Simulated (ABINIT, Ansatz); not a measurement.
## Quasiparticle gap of NaI (Fm-3m) in ABINIT

How does a plane-wave GW calculation on NaI (Fm-3m) run from the first input to the gap?

Calculated with ABINIT 10.8.3; PBE and many-body steps on it, plane waves.

Report form: the programs' logs are mostly left out.

**1. The starting structure**

Symmetry: Fm-3m, No. 225, cubic system. The conventional cell has a = 6.473 Å, b = 6.473 Å, c = 6.473 Å, α = 90.00°, β = 90.00°, γ = 90.00°. Nearest to Na lie 6 I at 3.24 Å. Nearest to I lie 6 Na at 3.24 Å. Farther neighbours and most contacts between anions are not listed.

The cell and positions come from the Crystallography Open Database and are kept as given unless a step says otherwise. Spin-orbit coupling is left out unless a step names it.

**2. Ground state**

This step: ABINIT 10.8.3; DFT, PBE, plane waves, norm-conserving pseudopotentials.

The ground-state density comes first.

File run.abi:

```
acell 3*1.0 Angstrom
rprim 
  0.000000000000 3.236400000000 3.236400000000
  3.236400000000 -0.000000000000 3.236400000000
  3.236400000000 3.236400000000 -0.000000000000
ntypat 2
znucl 11 53
natom 2
typat 1 2
xred 
  0.000000000000 0.000000000000 0.000000000000
  0.500000000000 0.500000000000 0.500000000000
pp_dirpath "pseudos"
pseudos "Na.upf, I.upf"
ecut 38
ngkpt 6 6 6
nshiftk 1
shiftk 0 0 0
kptopt 1
chksymbreak 0
nband 13
occopt 1
tolvrs 1e-10
nstep 60
prtwf 0
optforces 0
optstress 0
indata_prefix "in"
outdata_prefix "out"
tmpdata_prefix "tmp"
```

Started as:

```bash
$ OMP_NUM_THREADS=1 mpirun -n 4 abinit run.abi > log
```

Wall time 11 s (4 MPI ranks of Arm Neoverse V1, shared host); peak memory 0.36 GiB; 43 s of CPU time.

This step gave:

```yaml
total_energy: -1598.5411 eV
gap: 3.639 eV
k_of_the_valence_top: 0, 0, 0
k_of_the_conduction_bottom: 0, 0, 0
least_direct_gap: 3.639 eV
```

The gap is direct, at Γ.

**3. Bands along the symmetry lines**

The cheap functional maps the bands first; the places of the edges decide which points the dearer methods must see.

File run.abi:

```
acell 3*1.0 Angstrom
rprim 
  0.000000000000 3.236400000000 3.236400000000
  3.236400000000 -0.000000000000 3.236400000000
  3.236400000000 3.236400000000 -0.000000000000
ntypat 2
znucl 11 53
natom 2
typat 1 2
xred 
  0.000000000000 0.000000000000 0.000000000000
  0.500000000000 0.500000000000 0.500000000000
pp_dirpath "pseudos"
pseudos "Na.upf, I.upf"
ecut 38
iscf -2
irdden 1
kptopt 0
nkpt 50
kpt 
  0.00000000 0.00000000 0.00000000
  0.06250000 0.00000000 0.06250000
  0.12500000 0.00000000 0.12500000
  0.18750000 0.00000000 0.18750000
  0.25000000 0.00000000 0.25000000
  0.31250000 0.00000000 0.31250000
  0.37500000 0.00000000 0.37500000
  0.43750000 0.00000000 0.43750000
  0.50000000 0.00000000 0.50000000
  0.51562500 0.03125000 0.51562500
  0.53125000 0.06250000 0.53125000
  0.54687500 0.09375000 0.54687500
  0.56250000 0.12500000 0.56250000
  0.57812500 0.15625000 0.57812500
  0.59375000 0.18750000 0.59375000
  0.60937500 0.21875000 0.60937500
  0.62500000 0.25000000 0.62500000
  0.37500000 0.37500000 0.75000000
  0.32812500 0.32812500 0.65625000
  0.28125000 0.28125000 0.56250000
  0.23437500 0.23437500 0.46875000
  0.18750000 0.18750000 0.37500000
  0.14062500 0.14062500 0.28125000
  0.09375000 0.09375000 0.18750000
  0.04687500 0.04687500 0.09375000
  0.00000000 0.00000000 0.00000000
  0.06250000 0.06250000 0.06250000
  0.12500000 0.12500000 0.12500000
  0.18750000 0.18750000 0.18750000
  0.25000000 0.25000000 0.25000000
  0.31250000 0.31250000 0.31250000
  0.37500000 0.37500000 0.37500000
  0.43750000 0.43750000 0.43750000
  0.50000000 0.50000000 0.50000000
  0.50000000 0.46875000 0.53125000
  0.50000000 0.43750000 0.56250000
  0.50000000 0.40625000 0.59375000
  0.50000000 0.37500000 0.62500000
  0.50000000 0.34375000 0.65625000
  0.50000000 0.31250000 0.68750000
  0.50000000 0.28125000 0.71875000
  0.50000000 0.25000000 0.75000000
  0.50000000 0.21875000 0.71875000
  0.50000000 0.18750000 0.68750000
  0.50000000 0.15625000 0.65625000
  0.50000000 0.12500000 0.62500000
  0.50000000 0.09375000 0.59375000
  0.50000000 0.06250000 0.56250000
  0.50000000 0.03125000 0.53125000
  0.50000000 0.00000000 0.50000000
istwfk *1
nband 15
nbdbuf 2
tolwfr 1e-08
nstep 40
prtwf 0
prtvol 0
indata_prefix "in"
outdata_prefix "out"
tmpdata_prefix "tmp"
```

Elapsed: 14 s, on 4 MPI ranks; peak memory 0.33 GiB; 57 s of CPU time.

Numbers from this step:

```yaml
gap: 3.639 eV
k_of_the_valence_top: 0, 0, 0
k_of_the_conduction_bottom: 0, 0, 0
least_direct_gap: 3.639 eV
```

The gap is 3.639 eV, as in the run before at this level.

Electronic bands along the path, in eV, zero at the top of the highest filled band; v1 is the highest filled band, c1 the lowest empty one:

| point | v4 | v3 | v2 | v1 | c1 | c2 | c3 | c4 |
| --- | --- | --- | --- | --- | --- | --- | --- | --- |
| Γ | -11.02 | 0.00 | 0.00 | 0.00 | 3.64 | 7.97 | 7.97 | 7.97 |
| halfway | -10.82 | -1.22 | -0.40 | -0.40 | 5.28 | 6.37 | 7.60 | 9.26 |
| X | -10.63 | -1.90 | -0.74 | -0.74 | 4.50 | 5.57 | 9.88 | 11.36 |
| halfway | -10.63 | -1.83 | -0.94 | -0.70 | 4.74 | 5.87 | 9.49 | 10.26 |
| U | -10.63 | -1.64 | -1.34 | -0.60 | 5.22 | 6.70 | 8.71 | 9.26 |
| jump to K | -10.63 | -1.64 | -1.34 | -0.60 | 5.22 | 6.70 | 8.71 | 9.26 |
| halfway | -10.81 | -1.41 | -0.59 | -0.15 | 5.64 | 7.15 | 7.40 | 8.20 |
| Γ | -11.02 | 0.00 | 0.00 | 0.00 | 3.64 | 7.97 | 7.97 | 7.97 |
| halfway | -10.87 | -1.29 | -0.15 | -0.15 | 4.93 | 7.52 | 8.00 | 8.00 |
| L | -10.71 | -2.18 | -0.28 | -0.28 | 5.10 | 7.47 | 7.47 | 8.75 |
| halfway | -10.66 | -1.90 | -0.91 | -0.48 | 6.14 | 6.31 | 8.29 | 8.30 |
| W | -10.62 | -1.41 | -1.41 | -0.93 | 5.83 | 7.50 | 7.50 | 7.94 |
| halfway | -10.63 | -1.77 | -0.96 | -0.84 | 5.02 | 6.12 | 9.09 | 9.32 |
| X | -10.63 | -1.90 | -0.74 | -0.74 | 4.50 | 5.57 | 9.88 | 11.36 |

**4. Empty states on the mesh, 4×4×4 mesh, 58 bands**

The sums over transitions need many empty states on a uniform mesh; this step solves for them.

File run.abi:

```
acell 3*1.0 Angstrom
rprim 
  0.000000000000 3.236400000000 3.236400000000
  3.236400000000 -0.000000000000 3.236400000000
  3.236400000000 3.236400000000 -0.000000000000
ntypat 2
znucl 11 53
natom 2
typat 1 2
xred 
  0.000000000000 0.000000000000 0.000000000000
  0.500000000000 0.500000000000 0.500000000000
pp_dirpath "pseudos"
pseudos "Na.upf, I.upf"
ecut 38
ngkpt 4 4 4
nshiftk 1
shiftk 0 0 0
kptopt 1
chksymbreak 0
iscf -2
irdden 1
istwfk *1
nband 58
nbdbuf 4
tolwfr 1e-09
nstep 60
prtvol 0
indata_prefix "in"
outdata_prefix "out"
tmpdata_prefix "tmp"
```

Wall time 16 s (4 MPI ranks); peak memory 0.31 GiB; 62 s of CPU time.

Numbers from this step:

| Item | Value |
| --- | --- |
| gap | 3.639 eV |
| k of the valence top | 0, 0, 0 |
| k of the conduction bottom | 0, 0, 0 |
| least direct gap | 3.639 eV |
| k points computed | 8 |
| lowest point of the top converged band, above the valence top | 38.78 eV |

On this mesh the gap is 3.639 eV.

**5. Screening, 4×4×4 mesh, 54 bands, screening to 98 eV**

The RPA dielectric matrix is built and inverted for each q.

This step: RPA screening on PBE, plane waves, norm-conserving pseudopotentials.

run.abi, as its differences from that of step 4:

```diff
@@ -20,10 +20,11 @@
 chksymbreak 0
-iscf -2
-irdden 1
 istwfk *1
-nband 58
-nbdbuf 4
-tolwfr 1e-09
-nstep 60
-prtvol 0
+occopt 1
+irdwfk 1
+optdriver 3
+nband 54
+ecuteps 3.6
+inclvkb 2
+awtr 1
+symchi 1
 indata_prefix "in"
```

It took 10 s on 4 MPI ranks; peak memory 0.76 GiB; 41 s of CPU time.

This step gave:

| Item | Value |
| --- | --- |
| ε∞ with local fields, on this mesh, along the program's q direction | 3.229 |
| the same without local fields | 3.929 |
| plasma frequency | 18.04 eV |
| plane waves in the screening matrix | 169 |

Local fields lower ε∞ by 18 %.

**6. Self-energy, 4×4×4 mesh, 54 bands, screening to 98 eV**

The self-energy is evaluated for the states that the input lists, and the levels follow from it, in one-shot runs by the linearised quasiparticle equation.

This step: G0W0 on PBE, plane waves, norm-conserving pseudopotentials.

run.abi, as its differences from that of step 5:

```diff
@@ -23,8 +23,15 @@
 irdwfk 1
-optdriver 3
+optdriver 4
 nband 54
+gwcalctyp 0
+ecutsigx 38
+symsigma 1
+nkptgw 1
+kptgw 
+  0.0000000000 0.0000000000 0.0000000000
+bdgw 
+  6 12
 ecuteps 3.6
-inclvkb 2
-awtr 1
-symchi 1
+irdscr 1
+ppmodel 1
 indata_prefix "in"
```

Wall time 4.1 s (4 MPI ranks); peak memory 0.68 GiB.

Numbers from this step:

| Quantity | Value |
| --- | --- |
| G0W0 gap on the points computed | 5.389 eV |
| starting gap on the mesh | 3.639 eV |
| k of the valence top | 0, 0, 0 |
| k of the conduction bottom | 0, 0, 0 |
| Z at the valence top | 0.804 |
| Z at the conduction bottom | 0.841 |
| least direct G0W0 gap on the computed points | 5.389 eV |

The gap on the mesh goes from 3.64 eV to 5.39 eV, a correction of +1.75 eV.

Limits: finite bands, cutoff and mesh; no spin-orbit coupling. v1 is the top filled band, c1 the lowest empty one. Levels before and after the correction, in eV, zero at the valence-band top of each column:

|  | conduction bottom | valence top |
| --- | --- | --- |
| Kohn-Sham | 3.64 | 0.00 |
| G0W0 | 5.39 | 0.00 |

|  | level | energy (eV) |
| --- | --- | --- |
| Kohn-Sham | Γ v3-v1 | 0.000 |
| Kohn-Sham | Γ c1 | 3.639 |
| Kohn-Sham | Γ c2-c4 | 7.966 |
| G0W0 | Γ v3-v1 | 0.000 |
| G0W0 | Γ c1 | 5.389 |
| G0W0 | Γ c2-c4 | 9.783 |

**7. Where the time went**

Times are wall times on 4 MPI ranks of Arm Neoverse V1, shared host, good to a factor of about two.

| step | time | share | memory (GiB) |
| --- | --- | --- | --- |
| ground state | 11 s | 20 % | 0.36 |
| bands along the symmetry lines | 14 s | 26 % | 0.33 |
| empty states on the mesh | 16 s | 28 % | 0.31 |
| screening | 10 s | 19 % | 0.76 |
| self-energy | 4.1 s | 7 % | 0.68 |

**8. Summary of results**

- PBE gap: 3.64 eV, direct
- G0W0 gap on the mesh: 5.39 eV
- GW settings: 4×4×4 mesh, 54 bands, screening to 98 eV, Godby-Needs plasmon pole
- known limits: not at the basis limit; no spin-orbit coupling

In words: G0W0 moves the gap on the mesh from 3.64 eV to 5.39 eV (+1.75 eV), with Z of 0.80 and 0.84 at the edges. Local fields lower the RPA ε∞ on this mesh from 3.93 to 3.23. Only 1 of the mesh's irreducible points was corrected, so a valley elsewhere could overtake. Bands and cutoff are finite, so the gap is not at the basis limit. The miss can reach some tenths of an eV and take either sign; the mesh is an error of its own. In the G0W0 run levels were corrected at 1 k point alone, so a gap called «on the mesh» is the least over those, and an edge elsewhere would be missed. The many-body steps are scalar-relativistic: spin-orbit coupling is not in them.

[Paths, hosts, dates, memory and timing lines, banners, echoed tables and standing remarks are left out of the program output.]

[Logs are printed without paths, hosts, clocks, repeated set-up lines and the standing remarks that a program may print on its own settings, such as how far it seeks lower states.]

[Runs of the session that timed out or met a known fault of the program may be left out.]

[Hosts, paths, dates, database ids (printed as entryN), source tags and the programs' standing remarks are cut or masked in the printed files.]

[G0W0 gaps are taken among the corrected bands and points alone; a level outside them can change the order at an edge.]

[Where Ansatz stands beside ABINIT at settings called matched, ABINIT's density can come from a denser mesh and the files from another edition; pairs whose starting gaps differed by over 0.03 eV were left out, so agreement reads better than it is.]
